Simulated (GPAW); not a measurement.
# HfSi2N4 monolayer: work function by functional and basis, part 2 of 2

Wanted: work functions and dipole of HfSi2N4 monolayer, with the cost of each level. Where a layer proves gapped, the work function hangs on where the smearing puts the Fermi level, and the band edges take its place.

GPAW 26.7.0; GPAW, PAW setups; layer in a repeated cell with vacuum, relaxation of atoms and in-plane cell (the session's first sound run).

So far, upper work function (eV): step 3 (plane waves, PBE) 5.67; step 4 (LDA) 6.03; step 5 (GPAW, PAW setups) 6.07; step 6 (revPBE) 5.53; step 7 (RPBE) 5.52.

**8. OptPBE vdW: xc = "optPBE-vdW"**

Level of this step: GPAW, PAW setups; slab in vacuum (GPAW).

The same geometry under optPBE-vdW, to see how far the functional moves the levels against the vacuum (the van der Waals functionals take revPBE setups).

run.py

```python
import json
import numpy as np
from ase import Atoms
from gpaw import GPAW, PW

slab = Atoms(
    ['N', 'Si', 'N', 'Hf', 'N', 'Si', 'N'],
    positions=[
        [-0.00000, 0.00000, 8.00000],
        [-0.00000, 1.73618, 8.49455],
        [-0.00000, 1.73618, 10.24572],
        [-0.00000, 0.00000, 11.51304],
        [-0.00000, 1.73618, 12.78036],
        [-0.00000, 1.73618, 14.53153],
        [-0.00000, 0.00000, 15.02608]],
    cell=[[3.00715, 0.0, 0.0], [-1.50358, 2.60426, 0.0], [0.0, 0.0, 23.0261]],
    pbc=[True, True, False])

slab.calc = GPAW(mode=PW(500), xc='optPBE-vdW', kpts={'size': (12, 12, 1), 'gamma': True},
                 occupations={'name': 'fermi-dirac', 'width': 0.05}, nbands='200%',
                 convergence={'density': 1e-05}, maxiter=200,
                 poissonsolver={'dipolelayer': 'xy'},
                 symmetry={'tolerance': 1e-3}, txt='slab.txt')
result = {}
energy = slab.get_potential_energy()
fermi = slab.calc.get_fermi_level()
v = slab.calc.get_electrostatic_potential().mean((0, 1)) - fermi
n = slab.calc.get_pseudo_density().mean((0, 1))
L = slab.cell[2, 2]
z = np.arange(len(v)) * L / len(v)
low, high = slab.positions[:, 2].min(), slab.positions[:, 2].max()
below, above = np.interp([low - 5.8, high + 5.8], z, v)
slopes = [np.interp(x, z, np.gradient(v, z)) for x in (low - 5.8, high + 5.8)]
eps = np.array([[slab.calc.get_eigenvalues(k, s) for k in range(len(slab.calc.get_ibz_k_points()))]
                for s in range(slab.calc.get_number_of_spins())]) - fermi
top, bottom = eps[eps < 0].max(), eps[eps > 0].min()
dipole = slab.get_dipole_moment()[2]
print(f'energy {energy:.4f} eV, Fermi level {fermi:.4f} eV, dipole {dipole:.5f} e A')
print(f'potential 5.8 A off the faces, from the Fermi level: lower {below:.4f} eV, upper {above:.4f} eV')
print(f'slope of the potential there: lower {slopes[0]:.5f}, upper {slopes[1]:.5f} eV/A')
print(f'nearest levels on the mesh: {top:.4f} and {bottom:.4f} eV')
print('magnetic moment', round(slab.get_magnetic_moment(), 3))
result.update(energy=energy, fermi=fermi, dipole=dipole, below=below, above=above, slopes=slopes, edges=[top, bottom],
              z=z.tolist(), v=v.tolist(), n=n.tolist(), positions=slab.positions.tolist(),
              forces=slab.get_forces(apply_constraint=False).tolist(), moments=slab.get_magnetic_moments().tolist())
json.dump(result, open('result.json', 'w'))
```

On the command line:

```
> OMP_NUM_THREADS=1 OPENBLAS_NUM_THREADS=1 python run.py
```

The program printed:

```text
energy -91.6185 eV, Fermi level 0.3238 eV, dipole -0.00047 e A
potential 5.8 A off the faces, from the Fermi level: lower 5.8819 eV, upper 5.8901 eV
slope of the potential there: lower -0.00049, upper 0.00049 eV/A
nearest levels on the mesh: -0.7305 and 0.8255 eV
magnetic moment 0.0
```

It took 61 s on 1 thread of Arm Neoverse V2, shared host; peak memory 0.42 GiB.

This step gave:

- levels nearest the Fermi level on the mesh: -0.7305, 0.8255 eV from the Fermi level
- upper work function: 5.890 eV
- lower work function: 5.882 eV
- upper ionisation energy: 6.621 eV

The electrostatic potential energy of an electron (without an applied field's), less the Fermi level, planar mean oscillates, so the rows of the table below give means over windows of 1.06 Å about each position, cut where the curve ends. Its maxima inside the range that stand out by 2 % of the span (Å: eV): 9.6: 0.582, 10.6: -7.59, 12.4: -7.59, 13.4: 0.586. Its minima: 8.2: -22.1, 10.3: -11.8, 11.5: -26.5, 12.8: -11.8, 14.9: -22.1.

Electrostatic potential energy of an electron (without an applied field's), less the Fermi level, planar mean against z; means over each step:

```tsv
z (Å)	electrostatic potential energy of an electron (without an applied field's), less the Fermi level, planar mean (eV)
0.53	5.88
1.59	5.88
2.65	5.88
3.71	5.88
4.77	5.88
5.83	5.81
6.89	4.17
7.95	-14.7
9.01	-8.23
10.07	-5.95
11.13	-17.6
12.19	-13.1
13.25	-3.46
14.31	-13.9
15.37	-8.35
16.43	5.21
17.49	5.86
18.55	5.89
19.61	5.89
20.67	5.89
21.73	5.89
22.79	5.89
```

The highest filled level lies 0.731 eV under the Fermi level, so the ionisation energy from the upper face is 5.890 + 0.731 = 6.621 eV, against 6.372 eV in the base run.

**9. Real-space grid: mode = "fd"**

A real-space grid is a second complete basis, so it checks the plane-wave result.

Changes to run.py since step 8:

```diff
@@ -3,3 +3,3 @@
 from ase import Atoms
-from gpaw import GPAW, PW
+from gpaw import GPAW
 
@@ -18,3 +18,3 @@
 
-slab.calc = GPAW(mode=PW(500), xc='optPBE-vdW', kpts={'size': (12, 12, 1), 'gamma': True},
+slab.calc = GPAW(mode='fd', h=0.18, xc='PBE', kpts={'size': (12, 12, 1), 'gamma': True},
                  occupations={'name': 'fermi-dirac', 'width': 0.05}, nbands='200%',
```

The program printed:

```text
energy -58.9303 eV, Fermi level -5.6903 eV, dipole -0.00035 e A
potential 5.8 A off the faces, from the Fermi level: lower 5.6862 eV, upper 5.6944 eV
slope of the potential there: lower -0.00000, upper 0.00000 eV/A
nearest levels on the mesh: -0.7153 and 0.8093 eV
magnetic moment 0.0
```

The job ended after 3 min (1 thread; peak memory 0.75 GiB).

Numbers from this step:

```
dipole along the normal                    : -3.53e-4 e·Å
levels nearest the Fermi level on the mesh : -0.7153, 0.8093 eV from the Fermi level
upper work function                        : 5.694 eV
lower work function                        : 5.686 eV
upper ionisation energy                    : 6.410 eV
```

The electrostatic potential energy of an electron (without an applied field's), less the Fermi level, planar mean oscillates, so the rows of the table below give means over windows of 0.99 Å about each position, cut where the curve ends. Its maxima inside the range that stand out by 2 % of the span (Å: eV): 9.62: 0.600, 10.61: -7.62, 12.41: -7.62, 13.40: 0.604. Its minima: 8.10: -22.1, 10.25: -11.7, 11.51: -26.5, 12.77: -11.7, 14.93: -22.0.

The electrostatic potential energy of an electron (without an applied field's), less the Fermi level, planar mean by z; means over each step:

```tsv
z (Å)	electrostatic potential energy of an electron (without an applied field's), less the Fermi level, planar mean (eV)
0.49	5.69
1.48	5.69
2.47	5.69
3.46	5.69
4.45	5.69
5.44	5.67
6.43	5.34
7.42	-2.52
8.41	-18.5
9.40	-2.21
10.39	-8.70
11.38	-21.2
12.37	-10.8
13.36	-2.19
14.35	-14.8
15.34	-8.94
16.33	4.90
17.32	5.66
18.31	5.69
19.30	5.69
20.29	5.69
21.29	5.69
22.27	5.69
```

The highest filled level lies 0.715 eV under the Fermi level, so the ionisation energy from the upper face is 5.694 + 0.715 = 6.410 eV, against 6.372 eV in the base run.

**10. Atomic orbitals: mode = "lcao"**

Atom-centred orbitals end a few angstrom from the surface, which tests how much the density's tail matters.

Changes to run.py since step 9:

```diff
@@ -18,4 +18,4 @@
 
-slab.calc = GPAW(mode='fd', h=0.18, xc='PBE', kpts={'size': (12, 12, 1), 'gamma': True},
-                 occupations={'name': 'fermi-dirac', 'width': 0.05}, nbands='200%',
+slab.calc = GPAW(mode='lcao', basis='dzp', h=0.18, xc='PBE', kpts={'size': (12, 12, 1), 'gamma': True},
+                 occupations={'name': 'fermi-dirac', 'width': 0.05}, nbands='120%',
                  convergence={'density': 1e-05}, maxiter=200,
```

The program printed:

```text
energy -55.9973 eV, Fermi level -5.6473 eV, dipole -0.00035 e A
potential 5.8 A off the faces, from the Fermi level: lower 5.6432 eV, upper 5.6514 eV
slope of the potential there: lower 0.00000, upper 0.00000 eV/A
nearest levels on the mesh: -0.6762 and 0.7647 eV
magnetic moment 0.0
```

The job ended after 3.9 min (1 thread; peak memory 0.33 GiB).

This step gave:

| Quantity | Value |
| --- | --- |
| dipole along the normal | -3.54e-4 e·Å |
| levels nearest the Fermi level on the mesh | -0.6762, 0.7647 eV from the Fermi level |
| upper work function | 5.651 eV |
| lower work function | 5.643 eV |
| upper ionisation energy | 6.328 eV |

The highest filled level lies 0.676 eV under the Fermi level, so the ionisation energy from the upper face is 5.651 + 0.676 = 6.328 eV, against 6.372 eV in the base run.

**11. The ladder**

Times are for 1 thread of Arm Neoverse V2, shared host. The series side by side:

```tsv
no.	run	upper ionisation energy (eV)	time	memory (GiB)
1	pw	6.372	53 s	0.26
2	LDA	6.669	52 s	0.26
3	vdW DF2	6.828	62 s	0.42
4	revPBE	6.254	53 s	0.26
5	RPBE	6.248	53 s	0.26
6	optPBE vdW	6.621	61 s	0.42
7	fd	6.410	3 min	0.75
8	lcao	6.328	3.9 min	0.33
```

**12. Side by side**

Results and costs are gathered.

This step: comparison of work functions, dipole and cost (GPAW 26.7.0).

Ladder, by row:

```tsv
step	code	work function, upper (eV)	work function, lower (eV)	dipole (e Å)	wall time (s)	peak memory (GiB)	threads
pw	GPAW	5.669	5.661	-4.73e-4	52.69	0.26	1
LDA	GPAW	6.031	6.023	-4.74e-4	51.83	0.26	1
vdW-DF2	GPAW	6.066	6.058	-4.73e-4	61.98	0.42	1
revPBE	GPAW	5.532	5.523	-4.73e-4	52.79	0.26	1
RPBE	GPAW	5.519	5.51	-4.73e-4	52.6	0.26	1
optPBE-vdW	GPAW	5.89	5.882	-4.73e-4	60.8	0.42	1
fd	GPAW	5.694	5.686	-3.53e-4	179.1	0.75	1
lcao	GPAW	5.651	5.643	-3.54e-4	233.8	0.33	1
```

**13. A changed run**

One more run, with changed settings.

This step: GPAW, PAW setups; slab in vacuum (GPAW 26.7.0).

Changes to run.py since step 10:

```diff
@@ -3,3 +3,3 @@
 from ase import Atoms
-from gpaw import GPAW
+from gpaw import GPAW, PW
 
@@ -18,5 +18,5 @@
 
-slab.calc = GPAW(mode='lcao', basis='dzp', h=0.18, xc='PBE', kpts={'size': (12, 12, 1), 'gamma': True},
-                 occupations={'name': 'fermi-dirac', 'width': 0.05}, nbands='120%',
-                 convergence={'density': 1e-05}, maxiter=200,
+slab.calc = GPAW(mode=PW(500), xc='PBE', kpts={'size': (12, 12, 1), 'gamma': True},
+                 occupations={'name': 'fermi-dirac', 'width': 0.05}, nbands='200%',
+                 convergence={'density': 1e-05}, maxiter=75,
                  poissonsolver={'dipolelayer': 'xy'},
@@ -31,4 +31,4 @@
 low, high = slab.positions[:, 2].min(), slab.positions[:, 2].max()
-below, above = np.interp([low - 5.8, high + 5.8], z, v)
-slopes = [np.interp(x, z, np.gradient(v, z)) for x in (low - 5.8, high + 5.8)]
+below, above = np.interp([low - 1.0, high + 1.0], z, v)
+slopes = [np.interp(x, z, np.gradient(v, z)) for x in (low - 1.0, high + 1.0)]
 eps = np.array([[slab.calc.get_eigenvalues(k, s) for k in range(len(slab.calc.get_ibz_k_points()))]
@@ -38,3 +38,3 @@
 print(f'energy {energy:.4f} eV, Fermi level {fermi:.4f} eV, dipole {dipole:.5f} e A')
-print(f'potential 5.8 A off the faces, from the Fermi level: lower {below:.4f} eV, upper {above:.4f} eV')
+print(f'potential 1.0 A off the faces, from the Fermi level: lower {below:.4f} eV, upper {above:.4f} eV')
 print(f'slope of the potential there: lower {slopes[0]:.5f}, upper {slopes[1]:.5f} eV/A')
```

The program printed:

```text
energy -56.3594 eV, Fermi level 0.4617 eV, dipole -0.00047 e A
potential 1.0 A off the faces, from the Fermi level: lower 4.2063 eV, upper 4.2144 eV
slope of the potential there: lower -4.78656, upper 4.78683 eV/A
nearest levels on the mesh: -0.7030 and 0.7962 eV
magnetic moment 0.0
```

Run time: 53 s. Hardware: 1 thread; peak memory 0.26 GiB.

The run finished. A setting was moved off its sound value on purpose, so it serves as a test and not as the result.

The fault put into the input: the potential probed 1 A off the face (probe = 1.0).

**14. Summary of results**

```json
{
  "work function, upper and lower face (Fermi level placed in the gap by the smearing)": "5.669 and 5.661 eV",
  "ionisation energy from the upper face (highest filled level on the mesh)": "6.37 eV",
  "electron affinity from the upper face (lowest empty Kohn-Sham level on the mesh)": "4.87 eV",
  "dipole along the normal": "-4.7e-4 e Å, near the numerical noise"
}
```

In words: With plane waves and PBE the ionisation energy from the upper face is 6.37 eV and the Kohn-Sham electron affinity 4.87 eV. The levels nearest the Fermi level on the mesh lie 1.50 eV apart, so the slab is gapped there: the smearing puts the Fermi level inside the gap, and from either face the ionisation energy is the work function plus 0.70 eV. Both are Kohn-Sham levels on the mesh, and semilocal gaps are too small, so the affinity tends to come out too large and the ionisation energy too small. Work functions of a gapped slab move with the place of the Fermi level in the gap; over the runs without a planted fault the highest filled level on the mesh lies 6.25 (RPBE) to 6.83 eV (vdW-DF2) under the upper vacuum level. With elements this heavy, spin-orbit coupling can move band edges by tenths of an eV. The small printed dipole stands for a step of 11 meV from the lower to the upper face, and the probes find 8.3 meV; values this small are near the numerical noise of both. The layer's cell and atoms come from the relaxation; spin-orbit coupling and temperature are left out.

[Logs are printed without paths, hosts, clocks, repeated set-up lines and the standing remarks that a program may print on its own settings, such as how far it seeks lower states.]

[Hosts, paths, dates, database ids (printed as entryN), source tags and the programs' standing remarks are cut or masked in the printed files.]
